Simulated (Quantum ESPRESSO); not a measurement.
**BaZrO3 (Pm-3m): how pressure shifts the optical phonon**

By how much does an optical zone-centre mode of BaZrO3 (Pm-3m) shift under hydrostatic pressure?

Main program and level: Quantum ESPRESSO 7.5; DFT PBE, scalar-relativistic, plane waves, GBRV ultrasoft pseudopotentials.

## Step 1: The relaxed structure

It takes space group Pm-3m (No. 221, cubic). Conventional cell: a = 4.232 Å, b = 4.232 Å, c = 4.232 Å, α = 90.00°, β = 90.00°, γ = 90.00°. Ba has 12 O at 2.99 Å nearest. Nearest to Zr lie 6 O at 2.12 Å. Nearest to O lie 2 Zr at 2.12 Å and 4 Ba at 2.99 Å. Farther neighbours and most contacts between anions are not listed.

As a file:

```cif
data_structure
_symmetry_space_group_name_H-M 'P 1'
_symmetry_Int_Tables_number 1
_cell_length_a 4.2315
_cell_length_b 4.2315
_cell_length_c 4.2315
_cell_angle_alpha 90.000
_cell_angle_beta 90.000
_cell_angle_gamma 90.000
_cell_volume 75.77
loop_
_atom_site_label
_atom_site_type_symbol
_atom_site_fract_x
_atom_site_fract_y
_atom_site_fract_z
_atom_site_occupancy
Ba1 Ba 0.00000 0.00000 0.00000 1
Zr2 Zr 0.50000 0.50000 0.50000 1
O3 O 0.00000 0.50000 0.50000 1
O4 O 0.50000 0.00000 0.50000 1
O5 O 0.50000 0.50000 0.00000 1
```

This is the cell after its relaxation at this level of theory, not the database cell from which that began.

## Step 2: Runs at several volumes

The relaxed cell is scaled uniformly; in this structure symmetry fixes all atoms, so nothing has to be relaxed anew. Each volume gets a ground state and a response at Γ. The mode followed is the highest one without the macroscopic field, of symmetry T1u; longitudinal polar modes lie higher. Cutoff 55 Ry, k mesh 6×6×6.

From the response at V/V₀ = 0.94:

Log:

```text
[banners, grids, parts of the stress and lines that vanish by symmetry left out]
Program PHONON v.7.5
     Reading xml data from directory:

[...]
Exchange-correlation= PBE
                           (   1   4   3   4   0   0   0)
[...]
kinetic-energy cut-off    =      55.0000  Ry
     charge density cut-off    =     440.0000  Ry
     convergence threshold     =      1.0E-18
[...]
Exchange-correlation= PBE
                           (   1   4   3   4   0   0   0)
[...]
q = (   0.0000000   0.0000000   0.0000000 )
     49 Sym.Ops. (with q -> -q+G )
     G cutoff =  683.8599  (  74773 G-vectors)     FFT grid: ( 54, 54, 54)
     G cutoff =  341.9299  (  26529 G-vectors)  smooth grid: ( 40, 40, 40)
     number of k points=    20
[...]
Mode symmetry, O_h (m-3m)  point group:
[...]
Dielectric constant
[...]
End of electric fields calculation
          Dielectric constant in cartesian axis
          (       4.874912842       0.000000000       0.000000000 )
          (       0.000000000       4.874912842       0.000000000 )
          (       0.000000000       0.000000000       4.874912842 )
          Effective charges (d Force / dE) in cartesian axis without acoustic sum rule applied (asr)
           atom    1  Ba    Mean Z*:        2.77835
      Ex  (        2.77835        0.00000        0.00000 )
      Ey  (        0.00000        2.77835        0.00000 )
      Ez  (        0.00000        0.00000        2.77835 )
           atom    2  Zr    Mean Z*:        6.12258
      Ex  (        6.12258        0.00000        0.00000 )
      Ey  (        0.00000        6.12258        0.00000 )
      Ez  (        0.00000        0.00000        6.12258 )
           atom    3  O     Mean Z*:       -2.96938
      Ex  (       -4.83490        0.00000        0.00000 )
      Ey  (        0.00000       -2.03663        0.00000 )
      Ez  (        0.00000        0.00000       -2.03663 )
           atom    4  O     Mean Z*:       -2.96938
      Ex  (       -2.03663        0.00000        0.00000 )
      Ey  (        0.00000       -4.83490        0.00000 )
      Ez  (        0.00000        0.00000       -2.03663 )
           atom    5  O     Mean Z*:       -2.96938
      Ex  (       -2.03663        0.00000        0.00000 )
      Ey  (        0.00000       -2.03663        0.00000 )
      Ez  (        0.00000        0.00000       -4.83490 )
          Effective charges Sum: Mean:       -0.00722
[...]
Effective charges (d Force / dE) in cartesian axis with asr applied:
           atom    1  Ba    Mean Z*:        2.77979
[...]
atom    2  Zr    Mean Z*:        6.12402
[...]
atom    3  O     Mean Z*:       -2.96794
[...]
Dielectric constant in cartesian axis
          (       4.874912842       0.000000000       0.000000000 )
          (       0.000000000       4.874912842       0.000000000 )
          (       0.000000000       0.000000000       4.874912842 )
          Effective charges (d Force / dE) in cartesian axis without acoustic sum rule applied (asr)
           atom    1  Ba    Mean Z*:        2.77835
      Ex  (        2.77835        0.00000        0.00000 )
      Ey  (        0.00000        2.77835        0.00000 )
      Ez  (        0.00000        0.00000        2.77835 )
           atom    2  Zr    Mean Z*:        6.12258
      Ex  (        6.12258        0.00000        0.00000 )
      Ey  (        0.00000        6.12258        0.00000 )
      Ez  (        0.00000        0.00000        6.12258 )
           atom    3  O     Mean Z*:       -2.96938
      Ex  (       -4.83490        0.00000        0.00000 )
      Ey  (        0.00000       -2.03663        0.00000 )
      Ez  (        0.00000        0.00000       -2.03663 )
           atom    4  O     Mean Z*:       -2.96938
      Ex  (       -2.03663        0.00000        0.00000 )
      Ey  (        0.00000       -4.83490        0.00000 )
      Ez  (        0.00000        0.00000       -2.03663 )
           atom    5  O     Mean Z*:       -2.96938
      Ex  (       -2.03663        0.00000        0.00000 )
      Ey  (        0.00000       -2.03663        0.00000 )
      Ez  (        0.00000        0.00000       -4.83490 )
          Effective charges Sum: Mean:       -0.00722
[...]
Effective charges (d Force / dE) in cartesian axis with asr applied:
           atom    1  Ba    Mean Z*:        2.77979
[...]
atom    2  Zr    Mean Z*:        6.12402
[...]
atom    3  O     Mean Z*:       -2.96794
[...]
atom    4  O     Mean Z*:       -2.96794
[...]
atom    5  O     Mean Z*:       -2.96794
[...]
q = (    0.000000000   0.000000000   0.000000000 )
[...]
freq (    1) =      -0.065801 [THz] =      -2.194893 [cm-1]
     freq (    2) =      -0.065801 [THz] =      -2.194893 [cm-1]
     freq (    3) =      -0.065801 [THz] =      -2.194893 [cm-1]
     freq (    4) =       3.604331 [THz] =     120.227531 [cm-1]
     freq (    5) =       3.604331 [THz] =     120.227531 [cm-1]
     freq (    6) =       3.604331 [THz] =     120.227531 [cm-1]
     freq (    7) =       5.399445 [THz] =     180.106090 [cm-1]
     freq (    8) =       5.399445 [THz] =     180.106090 [cm-1]
     freq (    9) =       5.399445 [THz] =     180.106090 [cm-1]
     freq (   10) =       5.768340 [THz] =     192.411100 [cm-1]
     freq (   11) =       5.768340 [THz] =     192.411100 [cm-1]
     freq (   12) =       5.768340 [THz] =     192.411100 [cm-1]
     freq (   13) =      16.407125 [THz] =     547.282784 [cm-1]
     freq (   14) =      16.407125 [THz] =     547.282784 [cm-1]
     freq (   15) =      16.407125 [THz] =     547.282784 [cm-1]
[...]
Mode symmetry, O_h (m-3m)  point group:
     freq (   1-   3) =         -2.2  [cm-1]   --> T_1u G_15  G_4- I
     freq (   4-   6) =        120.2  [cm-1]   --> T_1u G_15  G_4- I
     freq (   7-   9) =        180.1  [cm-1]   --> T_2u G_25  G_5-
     freq (  10-  12) =        192.4  [cm-1]   --> T_1u G_15  G_4- I
     freq (  13-  15) =        547.3  [cm-1]   --> T_1u G_15  G_4- I

   JOB DONE.
```

One volume, V/V₀ = 1, is held back as a test.

```csv
V/V₀,volume (Å³/atom),pressure (GPa),ω (cm⁻¹)
0.94,14.244,10.50,547.28
0.97,14.699,4.76,505.85
1,15.154,-0.12,held back
1.03,15.608,-4.26,435.56
1.06,16.063,-7.78,408.44
```

## Step 3: The fit

The mode Grüneisen parameter is γ = −d ln ω / d ln V.

```csv
ln(V/V₀),ln ω
-0.0619,6.3050
-0.0305,6.2262
0.0296,6.0766
0.0583,6.0123
```

A straight line through these points has the slope -2.448, so γ = 2.45; at V/V₀ = 1 it predicts ω = exp(6.1523 + 0.0000) = 469.79 cm⁻¹.

A parabola of pressure against ln V through V/V₀ = 0.97, 1 and 1.03 gives the bulk modulus B = −dP/d ln V = 150 GPa at V₀. With ω₀ from the fitted line the pressure coefficient follows as dω/dP = γ ω₀ / B = 2.45 × 469.8 / 150 = 7.67 cm⁻¹/GPa.

## Step 4: The run that was held back

Log:

```text
[banners, grids, parts of the stress and lines that vanish by symmetry left out]
[banner, memory and clock lines left out]
Program PHONON v.7.5

[...]
Exchange-correlation= PBE
                           (   1   4   3   4   0   0   0)
[...]
kinetic-energy cut-off    =      55.0000  Ry
     charge density cut-off    =     440.0000  Ry
     convergence threshold     =      1.0E-18
[...]
Exchange-correlation= PBE
                           (   1   4   3   4   0   0   0)
[...]
q = (   0.0000000   0.0000000   0.0000000 )
     49 Sym.Ops. (with q -> -q+G )
     G cutoff =  712.6592  (  79597 G-vectors)     FFT grid: ( 54, 54, 54)
     G cutoff =  356.3296  (  28257 G-vectors)  smooth grid: ( 40, 40, 40)
     number of k points=    20
[...]
Mode symmetry, O_h (m-3m)  point group:
[...]
Dielectric constant
[...]
End of electric fields calculation
          Dielectric constant in cartesian axis
          (       4.875522003       0.000000000       0.000000000 )
          (       0.000000000       4.875522003       0.000000000 )
          (       0.000000000       0.000000000       4.875522003 )
          Effective charges (d Force / dE) in cartesian axis without acoustic sum rule applied (asr)
           atom    1  Ba    Mean Z*:        2.74775
      Ex  (        2.74775        0.00000        0.00000 )
      Ey  (        0.00000        2.74775        0.00000 )
      Ez  (        0.00000        0.00000        2.74775 )
           atom    2  Zr    Mean Z*:        6.12333
      Ex  (        6.12333        0.00000        0.00000 )
[...]
Ey  (        0.00000       -2.00440        0.00000 )
      Ez  (        0.00000        0.00000       -4.86932 )
          Effective charges Sum: Mean:       -0.00703
[...]
Effective charges (d Force / dE) in cartesian axis with asr applied:
           atom    1  Ba    Mean Z*:        2.74916
[...]
atom    2  Zr    Mean Z*:        6.12473
[...]
atom    3  O     Mean Z*:       -2.95796
[...]
atom    4  O     Mean Z*:       -2.95796
[...]
atom    5  O     Mean Z*:       -2.95796
[...]
q = (    0.000000000   0.000000000   0.000000000 )
[...]
freq (    1) =      -0.121584 [THz] =      -4.055612 [cm-1]
     freq (    2) =      -0.121584 [THz] =      -4.055612 [cm-1]
     freq (    3) =      -0.121584 [THz] =      -4.055612 [cm-1]
     freq (    4) =       2.792170 [THz] =      93.136779 [cm-1]
     freq (    5) =       2.792170 [THz] =      93.136779 [cm-1]
     freq (    6) =       2.792170 [THz] =      93.136779 [cm-1]
     freq (    7) =       5.413708 [THz] =     180.581873 [cm-1]
     freq (    8) =       5.413708 [THz] =     180.581873 [cm-1]
     freq (    9) =       5.413708 [THz] =     180.581873 [cm-1]
     freq (   10) =       5.742258 [THz] =     191.541101 [cm-1]
     freq (   11) =       5.742258 [THz] =     191.541101 [cm-1]
     freq (   12) =       5.742258 [THz] =     191.541101 [cm-1]
     freq (   13) =      14.039630 [THz] =     468.311660 [cm-1]
     freq (   14) =      14.039630 [THz] =     468.311660 [cm-1]
     freq (   15) =      14.039630 [THz] =     468.311660 [cm-1]
[...]
Mode symmetry, O_h (m-3m)  point group:
     freq (   1-   3) =         -4.1  [cm-1]   --> T_1u G_15  G_4- I
     freq (   4-   6) =         93.1  [cm-1]   --> T_1u G_15  G_4- I
     freq (   7-   9) =        180.6  [cm-1]   --> T_1u G_15  G_4- I
     freq (  10-  12) =        191.5  [cm-1]   --> T_2u G_25  G_5-
     freq (  13-  15) =        468.3  [cm-1]   --> T_1u G_15  G_4- I
```

It gives 468.31 cm⁻¹ against the predicted 469.79 cm⁻¹, a miss of 1 cm⁻¹.

## Step 5: Outcome

| Quantity | Value |
| --- | --- |
| mode Grüneisen parameter | 2.448 |
| bulk modulus | 150 GPa |
| pressure coefficient | 7.67 cm⁻¹/GPa |

The highest optical mode of BaZrO3 (Pm-3m) without the LO-TO term stiffens by 7.67 cm⁻¹ a GPa near the relaxed volume, with γ = 2.45. The power law meets all 5 runs within 0.34 %; between neighbouring volumes γ runs from 2.51 to 2.24. Such a coefficient turns a measured shift of this mode into a hydrostatic stress; uniaxial or biaxial stress splits the mode and needs deformation potentials. These are harmonic values at zero temperature for the structure held cubic, which a run at Γ can't show to be stable; the bulk modulus rests on three points.

[Host names and launcher messages were left out of these logs when they were recorded.]

[Logs are printed without paths, hosts, clocks, repeated set-up lines and the standing remarks that a program may print on its own settings, such as how far it seeks lower states.]

[Hosts, paths, dates, database ids (printed as entryN), source tags and the programs' standing remarks are cut or masked in the printed files.]
